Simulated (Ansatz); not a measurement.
**Random rock-salt (Na, Li, K)Cl solid solution (64 atoms): support functions against a reference**

Aim: test how closely localised support functions follow the reference on random rock-salt (Na, Li, K)Cl solid solution (64 atoms), and at what cost. A setting counts as converged where the r.m.s. difference of forces stays under 1 % of the r.m.s. force.

Calculated with Ansatz 0.2.0; Kohn-Sham DFT, PBE, PAW (set soft_2), plane waves.

Report form: the programs' logs are mostly left out.

## Step 1: Set-up

The cell holds 64 atoms: 10 Na, 32 Cl, 11 Li and 11 K. Cell: a = 11.382 Å, b = 11.382 Å, c = 11.382 Å, α = 90.0°, β = 90.0°, γ = 90.0°. It derives from NaCl and LiCl and KCl. Rock-salt lattice (a = 5.691 Å, the mean of the end members), 2 x 2 x 2 cells, metal sites filled at random with 10 Na, 11 Li, 11 K; then minimised and run for 3 ps at 250 K (NVT) with a classical potential, last frame taken.

Limits known from the start: The host structure and its lattice constant were typed by rule, without a check against the phase diagram. Only the Γ point is sampled, in a cell whose shortest periodic width is 11 Å.

## Step 2: Plane-wave single point

The first run uses the default basis; a harder plane-wave run follows as the reference for the support functions.

Input file input.yaml:

```yaml
crystal:
  lattice:
    - [11.382, 0.0, 0.0]
    - [0.0, 11.382, 0.0]
    - [0.0, 0.0, 11.382]
  atoms:
    - { symbol: Na, position: [0.98438, 0.00776, 0.00129] }
    - { symbol: Cl, position: [0.2319, 0.01742, 0.00869] }
    - { symbol: Li, position: [0.03543, 0.26491, 0.23995] }
    - { symbol: Cl, position: [0.25698, 0.2624, 0.24767] }
    - { symbol: K, position: [0.24276, 0.99006, 0.2589] }
    - { symbol: Cl, position: [0.97535, 0.02756, 0.24289] }
    - { symbol: Na, position: [0.26116, 0.26625, 0.00388] }
    - { symbol: Cl, position: [0.00606, 0.26021, 0.01172] }
[... 52 atom lines left out ...]
    - { symbol: Li, position: [0.70572, 0.46421, 0.79189] }
    - { symbol: Cl, position: [0.49762, 0.4973, 0.77103] }
    - { symbol: Li, position: [0.73872, 0.78858, 0.4923] }
    - { symbol: Cl, position: [0.51437, 0.78714, 0.51136] }
kpoints:
  mp_grid: { grid: [1, 1, 1] }
hamiltonian:
  xc: pbe
scf:
  occupations: { method: gaussian, width: 0.025 }
output:
  forces: true
  stress: true
  populations: intrinsic
  dos:
    method: { smearing: { sigma: 0.1 } }
    de: 0.1
    projected: { site_lists: { Cl: [Cl], K: [K], Li: [Li], Na: [Na] } }
  eigenvalues: true
  write_density: true
  write_potential: true
  volumetric_format: npy
```

Run with:

```
> ansatz run input.yaml --threads 8 --pin off --max-ram 15872MiB --backend cpu --events-out ev --progress --plain --runs-dir out
```

The job ended after 6.9 s (8 threads of Arm Neoverse V2, shared host; peak memory 1.6 GiB).

Read from the output:

- free energy: -68689.4200 eV
- free energy per atom: -1073.2722 eV/atom
- SCF cycles: 7
- pressure: 1.974 GPa
- r.m.s. force component: 0.1759 eV/Å
- longest force: 0.5918 eV/Å
- Fermi energy: 4.199 eV
- gap (highest filled to lowest empty level): 4.102 eV

The r.m.s. force component of 0.18 eV/Å sets the scale for the differences below.

## Step 3: Plane waves at 750 eV (750 eV)

The grid of the support functions holds more waves than the default cutoff, so they are judged against a harder plane-wave run.

input.yaml, the sections that differ from step 2:

```yaml
output:
  forces: true
  eigenvalues: true
basis:
  ecutwfc: "750 eV"
# crystal, kpoints, hamiltonian, scf: as in step 2
```

It took 9.4 s on 8 threads; peak memory 3.3 GiB.

Forces differ from the reference by 0.081 meV/Å r.m.s., 0.046 % of their size, well within a tolerance of 1 %; the energy by -0.21 meV/atom.

## Step 4: Support functions medium

With localised support functions most steps grow linearly with size, though the diagonalisation grows faster unless the density matrix is cut; this run measures error and cost at this size. Besides, the program derives a nominal cutoff of 420 eV for this run, against the reference's 750.

This step: Kohn-Sham DFT, PBE, PAW (set soft_2), localised support functions (medium) (Ansatz 0.2.0).

input.yaml, the sections that differ from step 3:

```yaml
scf:
  occupations: { method: gaussian, width: 0.025 }
  eigensolver: { kind: { support_functions: { accuracy: medium } } }
  max_iter: 150
# crystal, kpoints, hamiltonian, output: as in step 3
# basis: removed
```

Wall time 30 s (8 threads); peak memory 2.5 GiB.

The program notes that the band table was not solved further than the SCF left it and it switched symmetry off.

Keys that differ from the reference: basis.ecutwfc removed, support_functions.accuracy = "medium" and scf.max_iter = 150.

Forces differ from the reference by 1.3 meV/Å r.m.s., 0.72 % of their size, within a tolerance of 1 %; the energy by -0.12 meV/atom. It took 3.2 times the reference's time (shared host, so rough).

## Step 5: Support functions low

The cell is solved in localised support functions. Besides, the program derives a nominal cutoff of 420 eV for this run, against the reference's 750.

This step: Kohn-Sham DFT, PBE, PAW (set soft_2), localised support functions (low) (Ansatz 0.2.0).

input.yaml, the sections that differ from step 4:

```yaml
scf:
  occupations: { method: gaussian, width: 0.025 }
  eigensolver: { kind: { support_functions: { accuracy: low } } }
  max_iter: 150
# crystal, kpoints, hamiltonian, output: as in step 4
```

It took 28 s on 8 threads; peak memory 2.5 GiB; 3.6 min of CPU time.

Keys that differ from the reference: basis.ecutwfc removed, support_functions.accuracy = "low" and scf.max_iter = 150.

Forces differ from the reference by 1.3 meV/Å r.m.s., 0.73 % of their size, within a tolerance of 1 %; the energy by -0.12 meV/atom. It took 3.0 times the reference's time (shared host, so rough).

## Step 6: Support functions high

This step: Kohn-Sham DFT, PBE, PAW (set soft_2), localised support functions (high) (Ansatz 0.2.0).

input.yaml, the sections that differ from step 5:

```yaml
scf:
  occupations: { method: gaussian, width: 0.025 }
  eigensolver: { kind: { support_functions: { accuracy: high } } }
  max_iter: 150
# crystal, kpoints, hamiltonian, output: as in step 5
```

It took 1.7 min on 8 threads; peak memory 4.8 GiB.

Keys that differ from the reference: basis.ecutwfc removed, support_functions.accuracy = "high" and scf.max_iter = 150.

Forces differ from the reference by 0.092 meV/Å r.m.s., 0.052 % of their size, well within a tolerance of 1 %. It took 11 times the reference's time (shared host, so rough).

## Step 7: Support functions medium, radius 4.13 Å

The radius confines each support function; a larger one gives more freedom and more work per atom. Besides, the program derives a nominal cutoff of 420 eV for this run, against the reference's 750.

This step: Kohn-Sham DFT, PBE, PAW (set soft_2), localised support functions (medium) (Ansatz 0.2.0).

input.yaml, the sections that differ from step 6:

```yaml
scf:
  occupations: { method: gaussian, width: 0.025 }
  eigensolver: { kind: { support_functions: { accuracy: medium, radius: 4.13 } } }
  max_iter: 150
# crystal, kpoints, hamiltonian, output: as in step 6
```

Elapsed: 26 s, on 8 threads; peak memory 2.3 GiB.

Keys that differ from the reference: basis.ecutwfc removed, support_functions.accuracy = "medium", support_functions.radius = 4.13 and scf.max_iter = 150.

Forces differ from the reference by 1.3 meV/Å r.m.s., 0.72 % of their size, within a tolerance of 1 %; the energy by -0.12 meV/atom. It took 2.8 times the reference's time (shared host, so rough).

## Step 8: Support functions medium, radius 4.47 Å

input.yaml, the sections that differ from step 7:

```yaml
scf:
  occupations: { method: gaussian, width: 0.025 }
  eigensolver: { kind: { support_functions: { accuracy: medium, radius: 4.47 } } }
  max_iter: 150
# crystal, kpoints, hamiltonian, output: as in step 7
```

The job ended after 36 s (8 threads; peak memory 2.7 GiB; 4.6 min of CPU time).

Keys that differ from the reference: basis.ecutwfc removed, support_functions.accuracy = "medium", support_functions.radius = 4.47 and scf.max_iter = 150.

Forces differ from the reference by 1.3 meV/Å r.m.s., 0.72 % of their size, within a tolerance of 1 %; the energy by -0.12 meV/atom. It took 3.9 times the reference's time (shared host, so rough).

## Step 9: Support functions medium, radius 4.77 Å

input.yaml, the sections that differ from step 8:

```yaml
scf:
  occupations: { method: gaussian, width: 0.025 }
  eigensolver: { kind: { support_functions: { accuracy: medium, radius: 4.77 } } }
  max_iter: 150
# crystal, kpoints, hamiltonian, output: as in step 8
```

It took 43 s on 8 threads; peak memory 2.9 GiB; 5.5 min of CPU time.

Keys that differ from the reference: basis.ecutwfc removed, support_functions.accuracy = "medium", support_functions.radius = 4.77 and scf.max_iter = 150.

Forces differ from the reference by 1.3 meV/Å r.m.s., 0.72 % of their size, within a tolerance of 1 %; the energy by -0.12 meV/atom. It took 4.6 times the reference's time (shared host, so rough).

## Step 10: Support functions medium, radius 5.11 Å

input.yaml, the sections that differ from step 9:

```yaml
scf:
  occupations: { method: gaussian, width: 0.025 }
  eigensolver: { kind: { support_functions: { accuracy: medium, radius: 5.11 } } }
  max_iter: 150
# crystal, kpoints, hamiltonian, output: as in step 9
```

It took 54 s on 8 threads; peak memory 3.3 GiB.

Keys that differ from the reference: basis.ecutwfc removed, support_functions.accuracy = "medium", support_functions.radius = 5.11 and scf.max_iter = 150.

Forces differ from the reference by 1.3 meV/Å r.m.s., 0.72 % of their size, within a tolerance of 1 %; the energy by -0.12 meV/atom. It took 5.8 times the reference's time (shared host, so rough).

## Step 11: Support functions medium, radius 5.75 Å

input.yaml, the sections that differ from step 10:

```yaml
scf:
  occupations: { method: gaussian, width: 0.025 }
  eigensolver: { kind: { support_functions: { accuracy: medium, radius: 5.75 } } }
  max_iter: 150
# crystal, kpoints, hamiltonian, output: as in step 10
```

It took 89 s on 8 threads; peak memory 4.2 GiB; 12 min of CPU time.

Keys that differ from the reference: basis.ecutwfc removed, support_functions.accuracy = "medium", support_functions.radius = 5.75 and scf.max_iter = 150.

Forces differ from the reference by 1.3 meV/Å r.m.s., 0.72 % of their size, within a tolerance of 1 %; the energy by -0.12 meV/atom. It took 9.5 times the reference's time (shared host, so rough).

## Step 12: Support functions medium, radius 6.39 Å

input.yaml, the sections that differ from step 11:

```yaml
scf:
  occupations: { method: gaussian, width: 0.025 }
  eigensolver: { kind: { support_functions: { accuracy: medium, radius: 6.39 } } }
  max_iter: 150
# crystal, kpoints, hamiltonian, output: as in step 11
```

The job ended after 2.3 min (8 threads; peak memory 5.3 GiB; 18 min of CPU time).

Keys that differ from the reference: basis.ecutwfc removed, support_functions.accuracy = "medium", support_functions.radius = 6.39 and scf.max_iter = 150.

Forces differ from the reference by 1.3 meV/Å r.m.s., 0.72 % of their size, within a tolerance of 1 %; the energy by -0.12 meV/atom. It took 14 times the reference's time (shared host, so rough).

## Step 13: The ladder side by side

Differences are against the plane-wave reference (Kohn-Sham DFT, PBE, PAW (set soft_2), plane waves), whose r.m.s. force component is 0.176 eV/Å. Energies are set beside the reference only for runs with its functional, potentials and electron count. Times are for 8 threads of Arm Neoverse V2, shared host. The reference's time includes the DOS, the stress and grids, which some other runs skip.

| run | Δ force, r.m.s. (meV/Å) | share of r.m.s. force (%) | Δ energy (meV/atom) | Δ gap (eV) | cycles | time | host memory (GiB) |
| --- | --- | --- | --- | --- | --- | --- | --- |
| reference | - | - | - | - | 7 | 6.9 s | 1.6 |
| plane waves at 750 eV (750 eV) | 0.081 | 0.046 | -0.208 | 1.0e-4 | 7 | 9.4 s | 3.3 |

## Step 14: What each setting buys

Each row is set against the run with plane waves at 750 eV (Kohn-Sham DFT, PBE, PAW (set soft_2), plane waves; r.m.s. force component 0.176 eV/Å). Energies are set beside the reference only for runs with its functional, potentials and electron count. Times are for 8 threads of Arm Neoverse V2, shared host.

| run | Δ force, r.m.s. (meV/Å) | share of r.m.s. force (%) | Δ energy (meV/atom) | Δ gap (eV) | cycles | time | host memory (GiB) |
| --- | --- | --- | --- | --- | --- | --- | --- |
| reference | - | - | - | - | 7 | 9.4 s | 3.3 |
| support functions medium | 1.27 | 0.725 | -0.122 | -2.0e-4 | 12 | 30 s | 2.5 |
| support functions low | 1.28 | 0.731 | -0.122 | -6.0e-4 | 10 | 28 s | 2.5 |
| support functions high | 0.092 | 0.0522 | 0.0289 | 0 | 16 | 1.7 min | 4.8 |
| support functions medium, radius 4.13 Å | 1.27 | 0.725 | -0.122 | -2.0e-4 | 12 | 26 s | 2.3 |
| support functions medium, radius 4.47 Å | 1.27 | 0.723 | -0.122 | -2.0e-4 | 12 | 36 s | 2.7 |
| support functions medium, radius 4.77 Å | 1.27 | 0.722 | -0.122 | -2.0e-4 | 12 | 43 s | 2.9 |
| support functions medium, radius 5.11 Å | 1.27 | 0.722 | -0.122 | 0 | 13 | 54 s | 3.3 |
| support functions medium, radius 5.75 Å | 1.27 | 0.723 | -0.122 | -3.0e-4 | 12 | 89 s | 4.2 |
| support functions medium, radius 6.39 Å | 1.27 | 0.723 | -0.122 | -3.0e-4 | 12 | 2.3 min | 5.3 |

[end of part 1 of 2]

[Logs are printed without paths, hosts, clocks, repeated set-up lines and the standing remarks that a program may print on its own settings, such as how far it seeks lower states.]

[Hosts, paths, dates, database ids (printed as entryN), source tags and the programs' standing remarks are cut or masked in the printed files.]
